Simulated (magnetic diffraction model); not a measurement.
# Magnetic neutron pattern of Ca3Mn2S4O3

Space group Cmcm (no. 63), a = 21.7210 Å, b = 5.9010 Å, c = 5.8430 Å.

| site | atom | x | y | z |
| --- | --- | --- | --- | --- |
| 8g | Mn | 0.9012 | 0.7462 | 1/4 |
| 4c | Ca | 0 | 0.7412 | 3/4 |
| 8g | Ca | 0.6912 | 0.7468 | 1/4 |
| 8e | S | 0.5685 | 0 | 0 |
| 8e | S | 0.6053 | 1/2 | 0 |
| 4c | O | 0 | 0.1516 | 3/4 |
| 8g | O | 0.7944 | 0.6598 | 1/4 |

This is a made-up structure (elements placed in a structure type, unrelaxed), so the numbers test the method and describe no known phase.

Only Mn is taken to order (form factors of Mn4+); orders and moment sizes are assumed, and not adapted to the symmetry. Radiation: neutrons of λ = 2.567 Å, 8° to 60°; isotropic B of 0.27 Å² (Mn), 0.26 Å² (Ca), 0.32 Å² (S) and 0.36 Å² (O). Simulated constant-wavelength pattern: nuclear and magnetic terms add, the magnetic one as |2.695 fm × Σ f S⊥ exp(2πi Q·r) exp(−B s²)|², summed over all Q at one angle with the factor 1/(sin²θ cos θ). For collinear order S is the moment m, which repeats by lattice and centring translations R with the sign exp(−2πi k·R). Free-ion form factors, Sears's scattering lengths of 1992, no absorption; a label names one of the reflections at its angle. The strongest nuclear line in the range is 100, and lines under 0.2 are left out.

Assume the order k = (0 0 3/2), collinear moments along [111], 2.91 μB on Mn; signs + at (0.9012, 0.7462, 1/4), + at (0.5988, 0.7538, 3/4), + at (0.9012, 0.2538, 3/4), + at (0.5988, 0.2462, 1/4).

Q: Where does magnetic intensity appear, and how strong is it?

```tsv
2θ (°)	index	nuclear	magnetic
12.61	(0 0 1/2)	0.0	129.1
13.57	(2 0 0)	12.9	0.0
18.57	(2 0 1/2)	0.0	6.5
26.05	(1 1 0)	0.5	0.0
27.34	(4 0 0)	69.2	0.0
29.04	(1 1 1/2)	0.0	56.2
30.21	(4 0 1/2)	0.0	7.4
32.59	(3 1 0)	4.8	0.0
35.07	(3 1 1/2)	0.0	3.4
36.69	(1 1 1)	26.5	0.0
38.48	(0 0 3/2)	0.0	11.9
40.98	(2 0 3/2)	0.0	1.9
41.53	(6 0 0)	25.9	0.0
41.75	(3 1 1)	5.1	0.0
43.05	(5 1 0)	6.6	0.0
43.58	(6 0 1/2)	0.0	2.6
45.03	(5 1 1/2)	0.0	15.8
47.06	(1 1 3/2)	0.0	19.1
47.85	(4 0 3/2)	0.0	6.2
50.63	(5 1 1)	21.4	0.0
51.29	(3 1 3/2)	0.0	1.7
51.57	(0 2 0)	0.3	0.0
52.12	(0 0 2)	12.6	0.0
53.32	(0 2 1/2)	0.0	10.8
53.59	(2 2 0)	21.8	0.0
54.12	(2 0 2)	28.1	0.0
55.29	(2 2 1/2)	0.0	1.9
55.72	(7 1 0)	27.1	0.0
56.42	(8 0 0)	7.0	0.0
57.38	(7 1 1/2)	0.0	0.8
57.90	(6 0 3/2)	0.0	3.3
58.33	(0 2 1)	2.7	0.0
59.09	(5 1 3/2)	0.0	11.4
59.18	(1 1 2)	1.3	0.0
59.35	(4 2 0)	58.1	0.0
59.85	(4 0 2)	100.0	0.0
```

The strongest magnetic line in the range is (0 0 1/2) at 12.61° (129.1). On top of the Lorentz factor, which all lines share, magnetic lines fade with angle because f falls: for Mn4+ it is 0.92, 0.73, 0.50 and 0.17 at sin θ/λ = 0.1, 0.2, 0.3 and 0.5 Å⁻¹, while nuclear lengths stay constant. The order has no net moment.

[Logs are printed without paths, hosts, clocks, repeated set-up lines and the standing remarks that a program may print on its own settings, such as how far it seeks lower states.]
